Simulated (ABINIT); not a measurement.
**TlGeH3 (Pm-3m): zone-centre phonons**

Aim: the zone-centre modes of TlGeH3 (Pm-3m).

Method: DFT LDA, scalar-relativistic, plane waves, HGH norm-conserving pseudopotentials, in ABINIT 10.8.3.

The structure was built from a prototype and need not be the compound's stable phase.

**1. Set-up**

It takes space group Pm-3m (No. 221, cubic). The conventional cell has a = 4.410 Å, b = 4.410 Å, c = 4.410 Å, α = 90.00°, β = 90.00°, γ = 90.00°. Nearest to Tl lie 12 H at 3.12 Å. Nearest to Ge lie 6 H at 2.20 Å. Nearest to H lie 2 Ge at 2.20 Å. Farther neighbours are not listed.

**2. A probe with smearing**

A first run with smearing and empty bands tells whether the crystal has a gap, which decides between fixed occupations and smearing later on.

probe.abi reads:

```
# ground state
tolvrs 1.0d-08
prtden 1
prtwf 1

# basis, mesh and filling
ecut 35.0
ixc 7
ngkpt 4 4 4
nshiftk 1
shiftk 0.0 0.0 0.0
istwfk *1
occopt 7
tsmear 0.005
nband 11
nstep 100
diemac 9.0
prtebands 0
prtgsr 0

# cell and atoms
acell 8.33369221 8.33369221 8.33369221
rprim 
    1.0 0.0 0.0
    0.0 1.0 0.0
    0.0 0.0 1.0
ntypat 3
znucl 81 32 1
natom 5
typat 1 2 3 3 3
xred 
    0.0 0.0 0.0
    0.5 0.5 0.5
    0.5 0.5 0.0
    0.5 0.0 0.5
    0.0 0.5 0.5
pp_dirpath "./pseudo"
pseudos "Tl.hgh, Ge.hgh, H.hgh"
```

Launch:

```
$ OMP_NUM_THREADS=1 mpirun -n 2 abinit probe.abi > probe.log
```

Numbers of over 12 decimals in the logs are rounded to 6 here.

probe.abo, the main output file:

```text
[banners, grids, parts of the stress and lines that vanish by symmetry left out]
- input  file    -> probe.abi
- output file    -> probe.abo
- root for input  files -> probei
[...]
Symmetries : space group Pm -3 m (#221); Bravais cP (primitive cubic)
[...]
mpw =        5832          nfft =      110592          nkpt =          10
[...]
== DATASET  1 ==================================================================
[...]
cutoff_energies: {ecut:  35.0, pawecutdg:  -1.0, }
[...]
Exchange-correlation functional for the present dataset will be:
  LDA: Perdew-Wang 92 LSD fit to Ceperley-Alder data - ixc=7
[...]
ETOT  1  -7.720681    -7.721E+00 1.334E-02 5.223E+02
 ETOT  2  -7.765162    -4.448E-02 1.251E-03 3.761E+00
 ETOT  3  -7.765317    -1.557E-04 4.585E-04 2.197E-01
 ETOT  4  -7.765329    -1.232E-05 1.050E-04 2.522E-03
 ETOT  5  -7.765330    -4.112E-07 2.635E-05 9.725E-05
 ETOT  6  -7.765330    -1.168E-08 5.409E-06 2.400E-07
 ETOT  7  -7.765330    -2.041E-11 1.407E-06 3.025E-09
 At SCF step    7       vres2   =  3.02E-09 < tolvrs=  1.00E-08 =>converged.
[...]
sigma(1 1)=  2.96754868E-04  sigma(3 2)=  0.00000000E+00
  sigma(2 2)=  2.96754868E-04  sigma(3 1)=  0.00000000E+00
  sigma(3 3)=  2.96754868E-04  sigma(2 1)=  0.00000000E+00
[...]
convergence: {deltae: -2.041E-11, res2:  3.025E-09, residm:  1.407E-06, diffor: null, }
etotal    :  -7.76532990E+00
[...]
sigma(1 1)=  2.96754868E-04  sigma(3 2)=  0.00000000E+00
  sigma(2 2)=  2.96754868E-04  sigma(3 1)=  0.00000000E+00
  sigma(3 3)=  2.96754868E-04  sigma(2 1)=  0.00000000E+00
[...]
- sigma(1 1)=  8.73082965E+00  sigma(3 2)=  0.00000000E+00
- sigma(2 2)=  8.73082965E+00  sigma(3 1)=  0.00000000E+00
- sigma(3 3)=  8.73082965E+00  sigma(2 1)=  0.00000000E+00
[...]
fcart     -0.0000000000E+00 -0.0000000000E+00 -0.0000000000E+00
           strten      2.9675486819E-04  2.9675486819E-04  2.9675486819E-04
================================================================================

[key lines of the parts left out:]
pressure_GPa:  -8.7308E+00
```

It took 7.2 s on 2 MPI ranks of Arm Neoverse V1, shared host; 14 s of CPU time.

Numbers from this step:

```
volume per atom   : 17.15 Å³
pressure          : -8.731 GPa
gap on the k-mesh : 0 eV
```

No gap opens on this mesh, so smearing is kept; the printed pressure holds the stress of the finite basis too.

**3. Rough relaxation**

The typed start is rough, so a first relaxation with smearing and loose thresholds takes it towards rest cheaply.

prerelax.abi reads:

```
# relaxation
ionmov 2
optcell 2
dilatmx 1.15
chkdilatmx 0
ntime 40
tolmxf 3.0d-04
tolvrs 1.0d-10
prtwf 0
prtden 0
chksymtnons 0

# basis, mesh and filling
ecut 35.0
ecutsm 3.0
ixc 7
ngkpt 4 4 4
nshiftk 1
shiftk 0.0 0.0 0.0
istwfk *1
occopt 7
tsmear 0.005
nband 11
nstep 100
diemac 1000000.0
prtebands 0
prtgsr 0

# cell and atoms
acell 8.33369221 8.33369221 8.33369221
rprim 
    1.0 0.0 0.0
    0.0 1.0 0.0
    0.0 0.0 1.0
ntypat 3
znucl 81 32 1
natom 5
typat 1 2 3 3 3
xred 
    0.0 0.0 0.0
    0.5 0.5 0.5
    0.5 0.5 0.0
    0.5 0.0 0.5
    0.0 0.5 0.5
pp_dirpath "./pseudo"
pseudos "Tl.hgh, Ge.hgh, H.hgh"
```

Launch:

```
$ OMP_NUM_THREADS=1 mpirun -n 2 abinit prerelax.abi > prerelax.log
```

prerelax.abo, the main output file:

```text
[banners, grids, parts of the stress and lines that vanish by symmetry left out]
- input  file    -> prerelax.abi
- output file    -> prerelax.abo
- root for input  files -> prerelaxi
[...]
Symmetries : space group Pm -3 m (#221); Bravais cP (primitive cubic)
[...]
mpw =        8744          nfft =      157464          nkpt =          10
[...]
== DATASET  1 ==================================================================
[...]
cutoff_energies: {ecut:  35.0, pawecutdg:  -1.0, }
[...]
Exchange-correlation functional for the present dataset will be:
  LDA: Perdew-Wang 92 LSD fit to Ceperley-Alder data - ixc=7
[...]
ETOT  1  -7.721257    -7.721E+00 6.747E-03 7.428E+02
 ETOT  2  -7.763346    -4.209E-02 6.619E-04 3.322E+01
 ETOT  3  -7.764895    -1.549E-03 3.145E-04 4.526E-01
 ETOT  4  -7.764922    -2.676E-05 6.357E-05 9.807E-02
 ETOT  5  -7.764931    -8.870E-06 1.935E-05 2.242E-03
[...]
ETOT  7  -7.804700    -1.625E-13 4.310E-14 1.253E-12
 At SCF step    7       vres2   =  1.25E-12 < tolvrs=  1.00E-10 =>converged.
[...]
sigma(1 1)=  5.96812866E-07  sigma(3 2)=  0.00000000E+00
  sigma(2 2)=  5.96812866E-07  sigma(3 1)=  0.00000000E+00
  sigma(3 3)=  5.96812866E-07  sigma(2 1)=  0.00000000E+00
[...]
convergence: {deltae: -1.625E-13, res2:  1.253E-12, residm:  4.310E-14, diffor: null, }
etotal    :  -7.80469953E+00
[...]
At Broyd/MD step   7, gradients are converged :
[...]
sigma(1 1)=  5.96812866E-07  sigma(3 2)=  0.00000000E+00
  sigma(2 2)=  5.96812866E-07  sigma(3 1)=  0.00000000E+00
  sigma(3 3)=  5.96812866E-07  sigma(2 1)=  0.00000000E+00
[...]
- sigma(1 1)=  1.75588407E-02  sigma(3 2)=  0.00000000E+00
- sigma(2 2)=  1.75588407E-02  sigma(3 1)=  0.00000000E+00
- sigma(3 3)=  1.75588407E-02  sigma(2 1)=  0.00000000E+00
[...]
fcart     -0.0000000000E+00 -0.0000000000E+00 -0.0000000000E+00
           strten      5.9681286581E-07  5.9681286581E-07  5.9681286581E-07
================================================================================

[key lines of the parts left out:]
pressure_GPa:  -1.7559E-02
Total energy (etotal) [Ha]= -7.80469953084957E+00
```

Elapsed: 84 s, on 2 MPI ranks; 2.8 min of CPU time.

Relaxation path:

| step | energy less that of the first step (eV) | largest force (eV/Å) | volume (Å³) |
| --- | --- | --- | --- |
| 1 | 0.0000 | 0.0000 | 85.77 |
| 2 | -0.1129 | 0.0000 | 83.58 |
| 3 | -0.9743 | 0.0000 | 51.82 |
| 4 | -1.0179 | 0.0000 | 61.97 |
| 5 | -1.0787 | 0.0000 | 58.04 |
| 6 | -1.0817 | 0.0000 | 56.62 |
| 7 | -1.0822 | 0.0000 | 57.01 |

| cell as run | before | after | change |
| --- | --- | --- | --- |
| a (Å) | 4.410 | 3.849 | -12.7 % |
| b (Å) | 4.410 | 3.849 | -12.7 % |
| c (Å) | 4.410 | 3.849 | -12.7 % |
| volume (Å³/atom) | 17.15 | 11.40 | -33.5 % |

The relaxed structure:

```
Tl Ge H
1.0
     3.84882    0.00000    0.00000
     0.00000    3.84882    0.00000
     0.00000    0.00000    3.84882
Tl Ge H
1 1 3
Cartesian
  0.0000 0.0000 0.0000
  1.9244 1.9244 1.9244
  1.9244 1.9244 0.0000
  1.9244 0.0000 1.9244
  0.0000 1.9244 1.9244
```

Read from the output:

```
volume per atom : 11.40 Å³
pressure        : -0.01756 GPa
```

The volume changes by -33.5 % in this run and stands -33.5 % from the first cell.

**4. Rough relaxation**

The cell changed much, so the rough relaxation is repeated on a basis made for the new cell.

Edit prerelax.abi of step 3 so:

```diff
@@ -29,3 +29,3 @@
 # cell and atoms
-acell 8.33369221 8.33369221 8.33369221
+acell 7.273219058 7.273219058 7.273219058
 rprim
```

prerelax.abo, the main output file:

```text
[banners, grids, parts of the stress and lines that vanish by symmetry left out]
- input  file    -> prerelax.abi
- output file    -> prerelax.abo
- root for input  files -> prerelaxi
[...]
Symmetries : space group Pm -3 m (#221); Bravais cP (primitive cubic)
[...]
mpw =        5832          nfft =      110592          nkpt =          10
[...]
== DATASET  1 ==================================================================
[...]
cutoff_energies: {ecut:  35.0, pawecutdg:  -1.0, }
[...]
Exchange-correlation functional for the present dataset will be:
  LDA: Perdew-Wang 92 LSD fit to Ceperley-Alder data - ixc=7
[...]
ETOT  1  -7.755594    -7.756E+00 1.937E-02 5.710E+02
 ETOT  2  -7.804599    -4.901E-02 4.169E-04 2.618E+00
 ETOT  3  -7.804691    -9.152E-05 8.084E-05 2.383E-01
 ETOT  4  -7.804699    -8.177E-06 9.645E-05 6.646E-03
 ETOT  5  -7.804700    -3.381E-07 1.743E-05 1.085E-05
 ETOT  6  -7.804700    -7.035E-10 6.618E-06 4.076E-07
 ETOT  7  -7.804700    -2.425E-11 3.884E-06 4.603E-09
 ETOT  8  -7.804700    -3.793E-13 1.007E-06 3.224E-11
 At SCF step    8       vres2   =  3.22E-11 < tolvrs=  1.00E-10 =>converged.
[...]
sigma(1 1)=  5.96830740E-07  sigma(3 2)=  0.00000000E+00
  sigma(2 2)=  5.96830740E-07  sigma(3 1)=  0.00000000E+00
  sigma(3 3)=  5.96830740E-07  sigma(2 1)=  0.00000000E+00
[...]
convergence: {deltae: -3.793E-13, res2:  3.224E-11, residm:  1.007E-06, diffor: null, }
etotal    :  -7.80469953E+00
[...]
At Broyd/MD step   1, gradients are converged :
[...]
sigma(1 1)=  5.96830740E-07  sigma(3 2)=  0.00000000E+00
  sigma(2 2)=  5.96830740E-07  sigma(3 1)=  0.00000000E+00
  sigma(3 3)=  5.96830740E-07  sigma(2 1)=  0.00000000E+00
[...]
- sigma(1 1)=  1.75593666E-02  sigma(3 2)=  0.00000000E+00
- sigma(2 2)=  1.75593666E-02  sigma(3 1)=  0.00000000E+00
- sigma(3 3)=  1.75593666E-02  sigma(2 1)=  0.00000000E+00
[...]
fcart     -0.0000000000E+00 -0.0000000000E+00 -0.0000000000E+00
           strten      5.9683073957E-07  5.9683073957E-07  5.9683073957E-07
================================================================================

[key lines of the parts left out:]
pressure_GPa:  -1.7559E-02
Total energy (etotal) [Ha]= -7.80469953084206E+00
```

Elapsed: 7.9 s, on 2 MPI ranks.

Little changed from the start: no atom moved by 0.005 Å and no cell edge by 0.1 %.

The volume changes by +0.0 % in this run and stands -33.5 % from the first cell.

**5. Relaxation**

The harmonic expansion needs vanishing forces, and a free crystal bears no stress, so cell and atoms are brought to rest. Stress is more sensitive to the basis than forces are: the last 3 Ha under the cutoff are smoothed with ecutsm, and the cutoff is raised above that of the later runs.

relax.abi reads:

```
# relaxation
ionmov 2
optcell 2
dilatmx 1.08
ntime 40
tolmxf 1.0d-05
tolvrs 1.0d-14
prtwf 0
prtden 0
chksymtnons 0

# basis, mesh and filling
ecut 43.0
ecutsm 3.0
ixc 7
ngkpt 6 6 6
nshiftk 1
shiftk 0.0 0.0 0.0
istwfk *1
occopt 3
tsmear 0.01
nband 11
nstep 100
diemac 1000000.0
prtebands 0
prtgsr 0

# cell and atoms
acell 7.273219058 7.273219058 7.273219058
rprim 
    1.0 0.0 0.0
    0.0 1.0 0.0
    0.0 0.0 1.0
ntypat 3
znucl 81 32 1
natom 5
typat 1 2 3 3 3
xred 
    0.0 0.0 0.0
    0.5 0.5 0.5
    0.5 0.5 0.0
    0.5 0.0 0.5
    0.0 0.5 0.5
pp_dirpath "./pseudo"
pseudos "Tl.hgh, Ge.hgh, H.hgh"
```

Launch:

```
$ OMP_NUM_THREADS=1 mpirun -n 2 abinit relax.abi > relax.log
```

relax.abo, the main output file:

```text
[banners, grids, parts of the stress and lines that vanish by symmetry left out]
- input  file    -> relax.abi
- output file    -> relax.abo
- root for input  files -> relaxi
[...]
Symmetries : space group Pm -3 m (#221); Bravais cP (primitive cubic)
[...]
mpw =        6619          nfft =      110592          nkpt =          20
[...]
== DATASET  1 ==================================================================
[...]
cutoff_energies: {ecut:  43.0, pawecutdg:  -1.0, }
[...]
Exchange-correlation functional for the present dataset will be:
  LDA: Perdew-Wang 92 LSD fit to Ceperley-Alder data - ixc=7
[...]
ETOT  1  -7.776587    -7.777E+00 2.950E-02 5.459E+02
 ETOT  2  -7.820184    -4.360E-02 6.742E-03 5.036E+00
 ETOT  3  -7.820366    -1.823E-04 1.622E-04 2.392E-01
 ETOT  4  -7.820376    -9.748E-06 8.401E-05 1.124E-03
 ETOT  5  -7.820376    -6.330E-08 3.740E-05 1.857E-05
[...]
ETOT  9  -7.820376     1.865E-14 6.753E-06 2.788E-13
 ETOT 10  -7.820376     5.063E-14 7.217E-06 7.490E-16
 At SCF step   10       vres2   =  7.49E-16 < tolvrs=  1.00E-14 =>converged.
[...]
sigma(1 1)=  1.30221322E-08  sigma(3 2)=  0.00000000E+00
  sigma(2 2)=  1.30221322E-08  sigma(3 1)=  0.00000000E+00
  sigma(3 3)=  1.30221322E-08  sigma(2 1)=  0.00000000E+00
[...]
convergence: {deltae:  5.063E-14, res2:  7.490E-16, residm:  7.217E-06, diffor: null, }
etotal    :  -7.82037615E+00
[...]
At Broyd/MD step   1, gradients are converged :
[...]
sigma(1 1)=  1.30221322E-08  sigma(3 2)=  0.00000000E+00
  sigma(2 2)=  1.30221322E-08  sigma(3 1)=  0.00000000E+00
  sigma(3 3)=  1.30221322E-08  sigma(2 1)=  0.00000000E+00
[...]
- sigma(1 1)=  3.83124355E-04  sigma(3 2)=  0.00000000E+00
- sigma(2 2)=  3.83124355E-04  sigma(3 1)=  0.00000000E+00
- sigma(3 3)=  3.83124355E-04  sigma(2 1)=  0.00000000E+00
[...]
fcart     -0.0000000000E+00 -0.0000000000E+00 -0.0000000000E+00
           strten      1.3022132154E-08  1.3022132154E-08  1.3022132154E-08
================================================================================

[key lines of the parts left out:]
pressure_GPa:  -3.8312E-04
Total energy (etotal) [Ha]= -7.82037614999674E+00
```

Elapsed: 19 s, on 2 MPI ranks.

Little changed from the start: no atom moved by 0.005 Å and no cell edge by 0.1 %.

Numbers from this step:

* pressure: -3.83e-4 GPa

The volume changes by +0.0 % in this run and stands -33.5 % from the first cell.

**6. Ground state**

The response is built on these wavefunctions, so the potential is converged far more tightly than an energy would need. Smearing stays on, as the first look found no gap above 0.3 eV.

gs.abi reads:

```
# ground state
tolvrs 1.0d-16
prtden 1
prtwf 1

# basis, mesh and filling
ecut 35.0
ixc 7
ngkpt 6 6 6
nshiftk 1
shiftk 0.0 0.0 0.0
istwfk *1
occopt 3
tsmear 0.01
nband 11
nstep 100
diemac 1000000.0
prtebands 0
prtgsr 0

# cell and atoms
acell 7.273219058 7.273219058 7.273219058
rprim 
    1.0 0.0 0.0
    0.0 1.0 0.0
    0.0 0.0 1.0
ntypat 3
znucl 81 32 1
natom 5
typat 1 2 3 3 3
xred 
    0.0 0.0 0.0
    0.5 0.5 0.5
    0.5 0.5 0.0
    0.5 0.0 0.5
    0.0 0.5 0.5
pp_dirpath "./pseudo"
pseudos "Tl.hgh, Ge.hgh, H.hgh"
```

Launch:

```
$ OMP_NUM_THREADS=1 mpirun -n 2 abinit gs.abi > gs.log
```

gs.abo, the main output file:

```text
[banners, grids, parts of the stress and lines that vanish by symmetry left out]
- input  file    -> gs.abi
- output file    -> gs.abo
- root for input  files -> gsi
[...]
Symmetries : space group Pm -3 m (#221); Bravais cP (primitive cubic)
[...]
mpw =        3840          nfft =       64000          nkpt =          20
[...]
== DATASET  1 ==================================================================
[...]
cutoff_energies: {ecut:  35.0, pawecutdg:  -1.0, }
[...]
Exchange-correlation functional for the present dataset will be:
  LDA: Perdew-Wang 92 LSD fit to Ceperley-Alder data - ixc=7
[...]
ETOT  1  -7.773735    -7.774E+00 1.695E-02 3.233E+02
 ETOT  2  -7.818756    -4.502E-02 3.724E-03 2.520E+00
 ETOT  3  -7.818901    -1.444E-04 1.795E-04 1.459E-01
 ETOT  4  -7.818911    -1.008E-05 7.901E-05 7.457E-04
 ETOT  5  -7.818911    -6.577E-08 2.450E-04 4.822E-06
[...]
ETOT 10  -7.818911     4.974E-14 2.400E-05 6.546E-16
 ETOT 11  -7.818911    -8.349E-14 2.388E-05 2.879E-18
 At SCF step   11       vres2   =  2.88E-18 < tolvrs=  1.00E-16 =>converged.
[...]
sigma(1 1)=  1.63815002E-05  sigma(3 2)=  0.00000000E+00
  sigma(2 2)=  1.63815002E-05  sigma(3 1)=  0.00000000E+00
  sigma(3 3)=  1.63815002E-05  sigma(2 1)=  0.00000000E+00
[...]
convergence: {deltae: -8.349E-14, res2:  2.879E-18, residm:  2.388E-05, diffor: null, }
etotal    :  -7.81891104E+00
[...]
sigma(1 1)=  1.63815002E-05  sigma(3 2)=  0.00000000E+00
  sigma(2 2)=  1.63815002E-05  sigma(3 1)=  0.00000000E+00
  sigma(3 3)=  1.63815002E-05  sigma(2 1)=  0.00000000E+00
[...]
- sigma(1 1)=  4.81960374E-01  sigma(3 2)=  0.00000000E+00
- sigma(2 2)=  4.81960374E-01  sigma(3 1)=  0.00000000E+00
- sigma(3 3)=  4.81960374E-01  sigma(2 1)=  0.00000000E+00
[...]
fcart     -0.0000000000E+00 -0.0000000000E+00 -0.0000000000E+00
           strten      1.6381500159E-05  1.6381500159E-05  1.6381500159E-05
================================================================================

[key lines of the parts left out:]
pressure_GPa:  -4.8196E-01
```

The job ended after 14 s (2 MPI ranks).

Read from the output:

* pressure: -0.4820 GPa

The cell stands at -0.48 GPa: the relaxation ran with a smoothed and higher cutoff, and the difference is a stress of the finite basis.

(Continued in part 2 of 4.)

[Host names and launcher messages were left out of these logs when they were recorded.]

[Logs are printed without paths, hosts, clocks, repeated set-up lines and the standing remarks that a program may print on its own settings, such as how far it seeks lower states.]

[Hosts, paths, dates, database ids (printed as entryN), source tags and the programs' standing remarks are cut or masked in the printed files.]
